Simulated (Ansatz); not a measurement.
# MgO (Periclase, Fm-3m): zone-centre modes against carrier density

Aim: how far do free carriers move the optical modes of MgO (Periclase, Fm-3m)?

Program: Ansatz 0.2.0. Level of theory: DFT LDA, scalar-relativistic, plane waves, PAW; PAW set soft_1. Results are calculated unless marked as measured.

This is a report of a sequence of runs, with most program output left out.

The database entry behind the starting cell differs from later determinations by our own check (about 0.1 % long), so it need not match the best structure at ambient conditions.

## (1) The structure

The structure is cubic, space group Fm-3m (No. 225). Conventional cell: a = 4.217 Å, b = 4.217 Å, c = 4.217 Å, α = 90.00°, β = 90.00°, γ = 90.00°. Nearest to O lie 6 Mg at 2.11 Å. Nearest to Mg lie 6 O at 2.11 Å. Farther neighbours and most contacts between anions are not listed.

Coordinates:

```cif
data_structure
_symmetry_space_group_name_H-M 'Fm-3m'
_symmetry_Int_Tables_number 225
_cell_length_a 4.2170
_cell_length_b 4.2170
_cell_length_c 4.2170
_cell_angle_alpha 90.000
_cell_angle_beta 90.000
_cell_angle_gamma 90.000
_cell_volume 74.99
loop_
_atom_site_label
_atom_site_type_symbol
_atom_site_symmetry_multiplicity
_atom_site_Wyckoff_symbol
_atom_site_fract_x
_atom_site_fract_y
_atom_site_fract_z
_atom_site_occupancy
O1 O 4 b 0.50000 0.00000 0.00000 1
Mg1 Mg 4 a 0.00000 0.00000 0.00000 1
```

## (2) Bringing the structure to rest

Harmonic phonons are second derivatives at a point where the forces vanish, and they are wanted at zero stress, so atoms and cell are relaxed first.

input.yaml

```yaml
crystal:
  lattice:
    - [0.0, 2.1085, 2.1085]
    - [2.1085, 0.0, 2.1085]
    - [2.1085, 2.1085, 0.0]
  atoms:
    - { symbol: O, position: [0.5, 0.5, 0.5] }
    - { symbol: Mg, position: [0.0, 0.0, 0.0] }
kpoints:
  mp_grid: { grid: [10, 10, 10] }
hamiltonian:
  xc: lda
  pseudopotentials: { kind: paw, azcp: { folder: soft_1 }, xc_functional: pbe }
scf:
  occupations: { method: gaussian, width: 0.02 }
output:
  forces: true
  stress: true
  eigenvalues: true
relax:
  adjacent_minimum: "off"
  f_tol: 0.005
  max_steps: 80
  cell: { stress_tol: 0.05 }
```

Started as:

```sh
$ ansatz run input.yaml --threads 4 --pin off --max-ram 16384MiB --backend cpu --events-out ev --progress --plain --runs-dir out
```

Run time: 3.5 s. Hardware: 4 threads of Arm Neoverse N1, shared host; peak memory 0.26 GiB.

Relaxation path:

```
step  energy less that of the first step (eV)  largest force component (eV/Å)  pressure (GPa)  volume (Å³)
   1                                   0.0000                          0.0000           -6.40        18.75
   2                                  -0.0111                          0.0000           -3.72        18.43
   3                                  -0.0173                          0.0000            0.22        18.00
   4                                  -0.0173                          0.0000           -0.01        18.03
  5*                                  -0.0153                          0.0000           -0.21        18.03
   6                                  -0.0154                          0.0000            0.00        18.01
  7*                                  -0.0152                          0.0000           -0.01        18.01
```

Relaxation steps marked * repeat the geometry before them on a plane-wave basis chosen anew for their cell, so energy and pressure can jump there.

The run keeps the 48 symmetry operations that it works with, so distortions that break them were not tested.

| conventional cell, symmetrised | before | after | change |
| --- | --- | --- | --- |
| a (Å) | 4.217 | 4.161 | -1.3 % |
| b (Å) | 4.217 | 4.161 | -1.3 % |
| c (Å) | 4.217 | 4.161 | -1.3 % |
| volume (Å³/atom) | 9.37 | 9.00 | -4.0 % |

Final coordinates:

```cif
data_structure
_symmetry_space_group_name_H-M 'P 1'
_symmetry_Int_Tables_number 1
_cell_length_a 2.9420
_cell_length_b 2.9420
_cell_length_c 2.9420
_cell_angle_alpha 60.000
_cell_angle_beta 60.000
_cell_angle_gamma 60.000
_cell_volume 18.01
loop_
_atom_site_label
_atom_site_type_symbol
_atom_site_fract_x
_atom_site_fract_y
_atom_site_fract_z
_atom_site_occupancy
O1 O 0.50000 0.50000 0.50000 1
Mg2 Mg 0.00000 0.00000 0.00000 1
```

This step gave:

```yaml
pressure: -0.007198 GPa
gap_on_the_k_mesh: 5.029 eV
volume_per_atom: 9.003 Å³
```

In this step the volume went from 9.37 to 9.00 Å³/atom.

## (3) Tight relaxation

Phonons need small forces and stress, so the relaxation is finished with tight tolerances on 12×12×12 k points.

input.yaml, the sections that differ from step 2:

```yaml
crystal:
  lattice:
    - [0.0, 2.0803230009, 2.0803230009]
    - [2.0803230009, 0.0, 2.0803230009]
    - [2.0803230009, 2.0803230009, 0.0]
  atoms:
    - { symbol: O, position: [0.5, 0.5, 0.5] }
    - { symbol: Mg, position: [0.0, 0.0, 0.0] }
kpoints:
  mp_grid: { grid: [12, 12, 12] }
scf:
  occupations: { method: fixed }
relax:
  adjacent_minimum: "off"
  f_tol: 0.001
  max_steps: 60
  cell: { stress_tol: 0.01 }
# hamiltonian, output: as in step 2
```

Wall time 1.4 s (4 threads); peak memory 0.26 GiB.

Little changed from the start: no atom moved by 0.005 Å and no cell edge by 0.1 %.

Numbers from this step:

```yaml
pressure: -0.009541 GPa
```

The forces vanish by symmetry and the pressure is -0.010 GPa, within the tolerances set. The cell now holds 9.00 Å³/atom.

## (4) Ground state of a member: no carriers

The cell of the neutral crystal is kept with no carriers. The bands are sampled on 36×36×36 points with Fermi-Dirac filling of 0.03 eV.

input.yaml, the sections that differ from step 3:

```yaml
kpoints:
  mp_grid: { grid: [36, 36, 36] }
scf:
  occupations: { method: fermi_dirac, width: 0.03 }
# crystal, hamiltonian, output: as in step 3
# relax: removed
```

The job ended after 6.4 s (4 threads; peak memory 0.52 GiB; 24 s of CPU time).

The forces vanish by symmetry.

## (5) Zone-centre modes of the member: no carriers

Phonons follow from the second derivative of the energy, found here by linear response.

The zone-centre modes follow for no carriers.

input.yaml, as its differences from that of step 4:

```diff
@@ -16,4 +16,4 @@
 output:
-  forces: true
-  stress: true
   eigenvalues: true
+phonons:
+  method: dfpt
```

Elapsed: 80 s, on 4 threads; peak memory 2.1 GiB; 4.8 min of CPU time.

This step gave:

| Quantity | Value |
| --- | --- |
| sum-rule residual before enforcement | 3.52e-5 eV/Å² |
| point group | m-3m |
| highest optical mode at the zone centre (no LO-TO term) | 407.1 cm⁻¹ |
| lowest optical zone-centre mode | 407.1 cm⁻¹ |

Without the LO-TO term. Patterns of degenerate modes are one choice out of their space. Modes at Γ, with each element's share of the kinetic energy:

```
mode  frequency (cm⁻¹)  symmetry  O %  Mg %
   1               0.0  acoustic   40    60
   2               0.0  acoustic   40    60
   3               0.0  acoustic   40    60
   4             407.1       T1u   60    40
   5             407.1       T1u   60    40
   6             407.1       T1u   60    40
```

Displacements in mode 4 (407.1 cm⁻¹), the largest set to 1:
```
O1   0.00  1.00  0.00
Mg2  0.00 -0.66  0.00
```

The optical mode without the LO-TO term lies at 407.1 cm⁻¹.

## (6) Ground state of a member: 15 × 10²⁰ electrons per cm³

The cell of the neutral crystal is kept with 15 × 10²⁰ electrons per cm³, balanced by a uniform background. The bands are sampled on 36×36×36 points with Fermi-Dirac filling of 0.03 eV.

input.yaml, as its differences from that of step 5:

```diff
@@ -8,2 +8,3 @@
     - { symbol: Mg, position: [0.0, 0.0, 0.0] }
+total_charge: -0.027009
 kpoints:
@@ -16,4 +17,4 @@
 output:
+  forces: true
+  stress: true
   eigenvalues: true
-phonons:
-  method: dfpt
```

The job ended after 8.2 s (4 threads; peak memory 0.51 GiB).

The forces vanish by symmetry.

## (7) Modes of this member: 15 × 10²⁰ electrons per cm³

The zone-centre modes follow for 15 × 10²⁰ electrons per cm³.

input.yaml, as its differences from that of step 6:

```diff
@@ -17,4 +17,4 @@
 output:
-  forces: true
-  stress: true
   eigenvalues: true
+phonons:
+  method: dfpt
```

Elapsed: 86 s, on 4 threads; peak memory 2.1 GiB; 5.2 min of CPU time.

This step gave:

* sum-rule residual before enforcement: 2.89e-5 eV/Å²
* highest optical mode at the zone centre (no LO-TO term): 403.9 cm⁻¹
* lowest optical zone-centre mode: 403.9 cm⁻¹

Without the LO-TO term. Patterns of degenerate modes are one choice out of their space. The modes at Γ (shares of kinetic energy by element, %):

```
mode  frequency (cm⁻¹)  symmetry  O %  Mg %
   1               0.0  acoustic   40    60
   2               0.0  acoustic   40    60
   3               0.0  acoustic   40    60
   4             403.9       T1u   60    40
   5             403.9       T1u   60    40
   6             403.9       T1u   60    40
```

The optical mode without the LO-TO term lies at 403.9 cm⁻¹.

## (8) A check on a coarser mesh: 2 × 10²⁰ electrons per cm³

To see what the mesh is worth, the run for 2 × 10²⁰ electrons per cm³ is repeated on 29×29×29 points.

input.yaml, as its differences from that of step 7:

```diff
@@ -8,5 +8,5 @@
     - { symbol: Mg, position: [0.0, 0.0, 0.0] }
-total_charge: -0.027009
+total_charge: -0.003601
 kpoints:
-  mp_grid: { grid: [36, 36, 36] }
+  mp_grid: { grid: [29, 29, 29] }
 hamiltonian:
```

It took 48 s on 4 threads; peak memory 1.2 GiB; 2.9 min of CPU time.

Numbers from this step:

| Item | Value |
| --- | --- |
| sum-rule residual before enforcement | 1.18e-5 eV/Å² |
| highest optical mode at the zone centre (no LO-TO term) | 406.7 cm⁻¹ |
| lowest optical zone-centre mode | 406.7 cm⁻¹ |

The highest mode comes at 406.7 cm⁻¹, against 406.7 cm⁻¹ on 36×36×36 points.

## (9) A check on a coarser mesh: 10 × 10²⁰ electrons per cm³

To see what the mesh is worth, the run for 10 × 10²⁰ electrons per cm³ is repeated on 29×29×29 points.

input.yaml, as its differences from that of step 8:

```diff
@@ -8,3 +8,3 @@
     - { symbol: Mg, position: [0.0, 0.0, 0.0] }
-total_charge: -0.003601
+total_charge: -0.018006
 kpoints:
```

The job ended after 47 s (4 threads; peak memory 1.2 GiB; 2.8 min of CPU time).

Numbers from this step:

```
sum-rule residual before enforcement                    : 1.49e-5 eV/Å²
highest optical mode at the zone centre (no LO-TO term) : 405.0 cm⁻¹
lowest optical zone-centre mode                         : 405.0 cm⁻¹
```

The highest mode comes at 405.0 cm⁻¹, against 405.0 cm⁻¹ on 36×36×36 points.

## (10) The series together

The members are set side by side, also those not shown above.

Electrons count positive and holes negative; without the LO-TO term; modes are tracked from the neutral crystal by their patterns, and those within 0.3 cm⁻¹ of each other stand once; the cell of the neutral crystal is kept and the atoms are relaxed where symmetry leaves them free; all runs use 36×36×36 k points and Fermi-Dirac smearing of 0.03 eV. Optical modes along the series:

```csv
carriers (10²⁰ cm⁻³),mode 4 T1u (cm⁻¹)
0,407.1
1,406.9
2,406.7
4,406.3
6,405.9
10,405
15,403.9
```

## (11) Summary of results

| Item | Value |
| --- | --- |
| members | 7 |
| mode | mode 4 T1u |
| its frequency without carriers | 407.07 cm⁻¹ |
| its frequency at 15 × 10²⁰ cm⁻³ | 403.95 cm⁻¹ |

**Reading.** At 15 × 10²⁰ electrons per cm³ the optical mode has moved by -3.12 cm⁻¹ from 407.07 cm⁻¹. At 2 and 10 × 10²⁰ cm⁻³ the coarser mesh moves the optical modes by up to 0.01 cm⁻¹, a measure of the error left by the mesh there. The response is adiabatic: the carriers follow the ions at once. Where they cannot, as for a zone-centre mode faster than their scattering, measured shifts differ, and line shapes are not given here. The background stands for dopants without their size, scattering or local bonds, and the cell is that of the neutral crystal, although carriers also change the volume at rest, which would shift the modes as well. In a polar crystal the carriers also screen the field of the longitudinal modes, often the largest effect; only modes without that field are treated here. These are harmonic frequencies of a static lattice, with warm electrons: anharmonic shifts, linewidths and thermal expansion are left out. The PAW files were made for PBE; the program adapts parts of them to the functional of the run, but their partial waves stay those of PBE, an approximation that was not tested in this session. Only the zone centre was solved, so an instability at another wavevector cannot show here.

[Logs are printed without paths, hosts, clocks, repeated set-up lines and the standing remarks that a program may print on its own settings, such as how far it seeks lower states.]

[Hosts, paths, dates, database ids (printed as entryN), source tags and the programs' standing remarks are cut or masked in the printed files.]
